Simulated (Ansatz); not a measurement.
# NaMgBr3 (model cell, started as cubic perovskite with Mg in the octahedra): a soft mode frozen in, part 3 of 3

Wanted: the energy along a soft mode of NaMgBr3 (model cell, started as cubic perovskite with Mg in the octahedra) and the structure at the end.

Ansatz 0.2.0; DFT PBE, scalar-relativistic, plane waves, PAW.

So far. Step 5 (Energy along the mode, all amplitudes (two of the runs …): The lowest of the steps tried is the last one, at 0.6 Å, 16.3 meV/atom below the parent; the bottom of the well need not coincide with a step. Step 7 (The new phase in its own primitive cell): The largest force component left is 0.33 meV/Å and the pressure is -0.003 GPa, within the tolerances set. The cell now holds 31.01 Å³/atom. The relaxed cell has a, b, c = 5.283, 7.531, 7.793 Å (conventional setting).

The structure was built from a prototype and need not be the compound's stable phase.

### Step 8. Modes of the new phase

A relaxed structure may still be a saddle point, so its zone-centre modes are computed. The response to a homogeneous field gives the Born charges and the dielectric tensor.

File input.yaml:

```yaml
crystal:
  lattice:
    - [5.2834322442, 0.0, 0.0]
    - [0.0, 3.765484547, 3.8967436219]
    - [0.0, -3.765484547, 3.8967436219]
  atoms:
    - { symbol: Na, position: [0.0, 0.1242668433, 0.1242668433] }
    - { symbol: Mg, position: [0.5, 0.4973317837, 0.4973317837] }
    - { symbol: Br, position: [0.5, 0.455154596, 0.9866067325] }
    - { symbol: Br, position: [0.5, 0.9866067325, 0.455154596] }
    - { symbol: Br, position: [0.0, 0.4948467557, 0.4948467557] }
kpoints:
  mp_grid: { grid: [4, 4, 4] }
hamiltonian:
  xc: pbe
scf:
  occupations: { method: fixed }
output:
  eigenvalues: true
phonons:
  method: dfpt
  dielectric: true
  rigid_motions: translations
```

Started as:

```
$ ansatz run input.yaml --threads 4 --pin off --max-ram 14336MiB --backend cpu --events-out ev --progress --plain --runs-dir out
```

Numbers of over 12 decimals in the logs are rounded to 6 here.

The program printed:

```text
[...]
Crystal: 5 atoms, lattice volume = 155.049 Å³
Basis set: ecut = 420 eV, 3017 PW (Γ), exchange–correlation on 72×80×80 points (8 copies of the dense FFT grid, shifted against one another)
Bands: 25, of which v1, the nominal top of the filled ones, is band 20 counted from 1 (19 counted from 0)
Symmetry: 4 space group operations
k-points: 36 of 64 (irreducible under 1 space group operation, time reversal used)
[...]
SCF iter   1: F=—  HF=-11766.769280 eV  |F-HF|=—  |Δ(HF+E_count)|=         —  Δρ=7.23e-4  dr2=1.38e-3  ethr=1.77e-3  ⟨swp⟩=6.5  Hψ=4138  notcnv=0  defer=102
[...]
SCF iter   9: F=-11766.769016 eV  HF=-11766.769016 eV  |F-HF|=9.09e-12  |Δ(HF+E_count)|=  3.57e-10  Δρ=6.04e-8  dr2=7.35e-12  ethr=1.00e-12  ⟨swp⟩=15.2  Hψ=6586  notcnv=0
SCF 1 converged in 9 iterations: F = -11766.769016 eV  dr2 = 7.35e-12
[...]
NSCF: frozen V_eff on 2 k-points
DFPT response loops at Γ: preconditioner auto → none (the input reference at scf.mixing.eps_inf says where Resta's filter doesn't serve); β = 0.50; Broyden in place of MSR1
── the response to a field inside a basis, on 4×4×4 k-points: an SCF that follows is theirs, and a resumed run solves both again ──
Bands: 21, of which v1, the nominal top of the filled ones, is band 20 counted from 1 (19 counted from 0)
k-points: 12 of 64 (time reversal used)
[...]
Eigensolver: Dense (12 Hₖ)
SCF iter   1: F=—  HF=-11766.760935 eV  |F-HF|=—  |Δ(HF+E_count)|=         —  Δρ=7.74e-5  dr2=1.91e-6  ethr=1.00e-1
[...]
SCF iter   3: F=-11766.760946 eV  HF=-11766.760946 eV  |F-HF|=5.74e-9  |Δ(HF+E_count)|=   3.26e-6  Δρ=2.55e-6  dr2=7.30e-9  ethr=1.45e-9
SCF 1 converged in 3 iterations: F = -11766.760946 eV  dr2 = 7.30e-9
[...]
WARN: field response: ε∞ stands inside a basis, on 4×4×4 points; the force constants stand on the 4×4×4 k-mesh, whose period is 12.78 times the interband length at k = (0.0000, 0.0000, 0.0000), direct gap 2.969 eV, under 14: take them and everything formed from them as unconverged, and compare with a denser kpoints.mp_grid
SCF converged after 9 iterations
Free energy (F): -11766.769016 eV
[...]
Internal energy: -11766.769016 eV  (E = F + TS)
E sigma→0 (E₀):  -11766.769016 eV
Fermi energy:    1.582723 eV
[...]
--- Band table (eV; the first three rows and the last of 36) ---
  k-point 0: bands = [... 16 lower, 0.8095, 0.9178, 0.9180, 1.1762, 4.1450, 5.3223, 8.4932, 8.5021, ... 1 higher]
  k-point 1: bands = [... 16 lower, 0.5523, 0.7879, 0.8847, 0.9466, 5.0683, 5.8919, 8.3331, 8.7318, ... 1 higher]
  k-point 2: bands = [... 16 lower, 0.3134, 0.7086, 0.8743, 0.8831, 6.2425, 6.9460, 7.4206, 8.9498, ... 1 higher]
  k-point 35: bands = [... 16 lower, 0.5084, 1.3415, 1.4861, 1.5827, 6.1570, 7.2644, 7.3103, 7.4280, ... 1 higher]
--- Phonons (Γ-DFPT): 12 representative perturbations + reference, on 36 of 64 k-points (Σ response iterations 36) ---
  k mesh reduced under 1 symmetry operation, with k and −k counted as one. Each operation leaves every solved perturbation unchanged. A smaller set is not considered because the run solves the response to a homogeneous field
  ASR residual: 3.536e-4 → 0.000e0 eV/Å²; symmetrization residual: 4.851e-6 eV/Å²
  ASR residual per site (eV/Å²): 5.07e-5 3.54e-4 7.80e-5 7.80e-5 2.88e-5
[...]
ε∞ (high-frequency dielectric tensor):
        3.056738     0.000000     0.000000
        0.000000     3.074272     0.000000
        0.000000     0.000000     3.001666
  softest optical mode at Γ: -35.22 cm⁻¹; the repairs (sum rule, projections) moved no ω² at Γ by more than (2.20 cm⁻¹)²
  Born effective charges Z* (e; rows j = field, columns β = displacement):
    site 0:
         1.35571    0.00000    0.00000
         0.00000    1.21838    0.00000
        -0.00000    0.00000    1.07960
    site 1:
         2.47271    0.00000    0.00000
         0.00000    2.43939    0.00000
        -0.00000    0.00000    2.47737
    site 2:
        -0.87116    0.00000    0.00000
        -0.00000   -1.46318    0.70956
         0.00000    0.67373   -1.38594
    site 3:
        -0.87116    0.00000    0.00000
         0.00000   -1.46318   -0.70956
        -0.00000   -0.67373   -1.38594
    site 4:
        -2.08611    0.00000    0.00000
         0.00000   -0.73141    0.00000
        -0.00000    0.00000   -0.78509
  Z* charge neutrality: 3.448e-3 e pre-enforcement
  solved inside a basis spanned on kpoints, on 4×4×4 k-points, its susceptibility summed on 8×8×8: ε∞ is read to err by 6.8e-3, Z* by 1.2e-2 e (field_mesh: kpoints solves on kpoints); Z* is corrected for what the basis lacks
  optical modes at Γ without the LO–TO term, one row a degenerate level:
      ω (cm⁻¹)  modes    IR ((D/Å)²/amu)
        -35.22      1             1.9775
         38.85      1             2.4447
         39.76      1             0.4061
         45.41      1             0.0000
         55.76      1             0.0501
         77.22      1             0.6796
         85.53      1             1.9966
         92.65      1             0.6099
        136.96      1             2.6965
        161.76      1             5.7564
        169.59      1             3.8015
        216.48      1             6.2884
  optical modes at Γ + LO–TO along q̂ = [1.0000, 0.0000, 0.0000]:
      ω (cm⁻¹)  modes    IR ((D/Å)²/amu)
        -35.22      1             1.9775
         39.76      1             0.4061
         45.41      1             0.0000
         55.76      1             0.0501
         75.41      1             0.2281
         77.22      1             0.6796
         85.53      1             1.9966
        110.07      1             0.6511
        136.96      1             2.6965
        161.76      1             5.7564
[...]
optical modes at Γ + LO–TO along q̂ = [0.0000, 1.0000, 0.0000]:
      ω (cm⁻¹)  modes    IR ((D/Å)²/amu)
[...]
optical modes at Γ + LO–TO along q̂ = [0.0000, 0.0000, 1.0000]:
      ω (cm⁻¹)  modes    IR ((D/Å)²/amu)
        -35.22      1             1.9775
         38.85      1             2.4447
         39.76      1             0.4061
         45.41      1             0.0000
         56.20      1             0.0023
         77.22      1             0.6796
         92.65      1             0.6099
        100.35      1             0.1532
        150.33      1             0.1633
        161.76      1             5.7564
        216.48      1             6.2884
        247.54      1             8.2258
```

It took 56 s on 4 threads of Arm Neoverse V2, shared host; peak memory 1.1 GiB.

Numbers from this step:

```yaml
sum_rule_residual_before_enforcement: 3.54e-4 eV/Å²
miss_of_the_charge_sum_rule: 0.003448 e
estimated_error_of_the_dielectric_tensor: 0.006806
estimated_error_of_the_born_charges: 0.01220 e
point_group: mm2
highest_optical_mode_at_the_zone_centre_no_lo_to_term: 216.5 cm⁻¹
lowest_optical_zone_centre_mode: -35.22 cm⁻¹
mean_high_frequency_dielectric_constant: 3.044
largest_born_charge_third_of_the_trace: 2.463 e
top_of_the_zone_centre_spectrum_with_the_field: 285.0 cm⁻¹
```

Without the LO-TO term. Patterns of degenerate modes are one choice out of their space. The modes at Γ (shares of kinetic energy by element, %) (negative means imaginary):

```tsv
mode	frequency (cm⁻¹)	symmetry	Na %	Mg %	Br %
1	-35.2	B2	66	1	34
2	0.0	acoustic	8	8	84
3	0.0	acoustic	8	8	84
4	0.0	acoustic	8	8	84
5	38.9	B1	91	0	9
6	39.8	B2	21	0	79
7	45.4	A2	0	0	100
8	55.8	A1	9	1	90
9	77.2	B2	5	37	58
10	85.5	A1	1	48	51
11	92.7	B1	1	25	74
12	137.0	A1	79	2	19
13	161.8	B2	0	54	46
14	169.6	A1	3	41	56
15	216.5	B1	0	66	34
```

Displacements in mode 1 (-35.2 cm⁻¹), the largest set to 1:
```
Na1  0.00  1.00  0.00
Mg2  0.00  0.10  0.00
Br3  0.00  0.03  0.06
Br4  0.00  0.03 -0.06
Br5  0.00 -0.37  0.00
```

Displacements in mode 15 (216.5 cm⁻¹), the largest set to 1:
```
Na1 -0.03  0.00  0.00
Mg2  1.00  0.00  0.00
Br3  0.05  0.00  0.00
Br4  0.05  0.00  0.00
Br5 -0.39  0.00  0.00
```

Optical modes at the zone centre, without and with the macroscopic field of the longitudinal modes; each column is sorted by frequency, so a row need not hold one and the same mode. Modes with and without the field, by row:

```tsv
rank among optical modes	no field (cm⁻¹)	q along (1, 0, 0) (cm⁻¹)	q along (0, 1, 0) (cm⁻¹)	q along (0, 0, 1) (cm⁻¹)
1	-35.2	-35.2	26.1	-35.2
2	38.9	39.8	38.9	38.9
3	39.8	45.4	45.4	39.8
4	45.4	55.8	55.8	45.4
5	55.8	75.4	56	56.2
6	77.2	77.2	85.5	77.2
7	85.5	85.5	91.5	92.7
8	92.7	110.1	92.7	100.3
9	137	137	137	150.3
10	161.8	161.8	169.6	161.8
11	169.6	169.6	216.5	216.5
12	216.5	285	244.4	247.5
```

Born charge (rows field, columns displacement) (e), principal values of the symmetric part by kind of site:

```tsv
atom	atoms with these values	low	middle	high	mean
Na1	1	1.08	1.22	1.36	1.22
Mg2	1	2.44	2.47	2.48	2.46
Br3	2	-2.12	-0.87	-0.73	-1.24
Br5	1	-2.09	-0.79	-0.73	-1.20
```

In full for Mg2:

```
2.47 0.00 0.00
0.00 2.44 0.00
0.00 0.00 2.48
```

High-frequency dielectric tensor:

```
3.06 0.00 0.00
0.00 3.07 0.00
0.00 0.00 3.00
```

Transverse modes; imaginary modes are left out. Infrared lines, with heights relative to the strongest:

```tsv
position (cm⁻¹)	relative intensity
39	39
40	6.5
45	0.0
56	0.8
77	11
86	32
93	10
137	43
162	92
170	60
216	100
```

Before it was imposed, the acoustic sum rule was missed by 3.5e-4 eV/Å² and the charge sum rule by 0.0034 e. Small misses are needed for a sound result but don't prove that mesh and cutoff are converged. The lowest optical mode is imaginary, 35.2i cm⁻¹, so the energy falls along it.

The log warns of the k mesh: “the force constants stand on the 4×4×4 k-mesh, whose period is 12.78 times the interband length at k = (0.0000, 0.0000, 0.0000), direct gap 2.969 eV, under 14: take them and everything formed from them as unconverged”.

### Step 9. What came out

```yaml
unstable_mode_of_the_parent: q = (0, 0, 0), 79i cm⁻¹
depth_at_the_lowest_point_sampled: 16.3 meV/atom
largest_atomic_shift_at_that_point: 0.6 Å
space_group_reached_within_0p01_a: Amm2
energy_gained_over_the_parent_first_relaxation_on_the_mesh_of_the_frozen_mode: 28.5 meV/atom
volume_per_atom_phase_reached: 31.0 Å³
gap_on_the_k_mesh_phase_reached: 2.56 eV
lowest_optical_zone_centre_mode_phase_reached: -35.2 cm⁻¹
highest_optical_mode_at_the_zone_centre_no_lo_to_term_phase_reached: 216 cm⁻¹
```

**Reading.** Along this mode the structure falls into Amm2, 28.5 meV/atom below the parent. At the parent's cell the well is 16.27 meV/atom deep on the steps tried, with its lowest point at a shift of 0.6 Å. That is the last step tried, so the steps alone don't bracket the bottom of the well. Relaxing atoms and cell changes the gain by +12.24 meV/atom against the lowest step (energies at zero smearing). The new phase still has an imaginary mode at the zone centre of its cell, so it is a saddle point on the way to a lower structure. Of the 9 patterns followed to their end from this parent, this one ends 68.0 meV/atom above the lowest, Imma. Another end point lies within 1 meV/atom; how such a difference moves with mesh and cutoff was not tested. Each path keeps the symmetry of its pattern, so a lower phase may lie along a pattern not tried. With the field response the log warns that the k mesh is coarse for the force constants too, so the frequencies may not be converged. The starting cell was built on a prototype and not taken from a measurement, so the phase need not exist.

[Logs are printed without paths, hosts, clocks, repeated set-up lines and the standing remarks that a program may print on its own settings, such as how far it seeks lower states.]

[Hosts, paths, dates, database ids (printed as entryN), source tags and the programs' standing remarks are cut or masked in the printed files.]
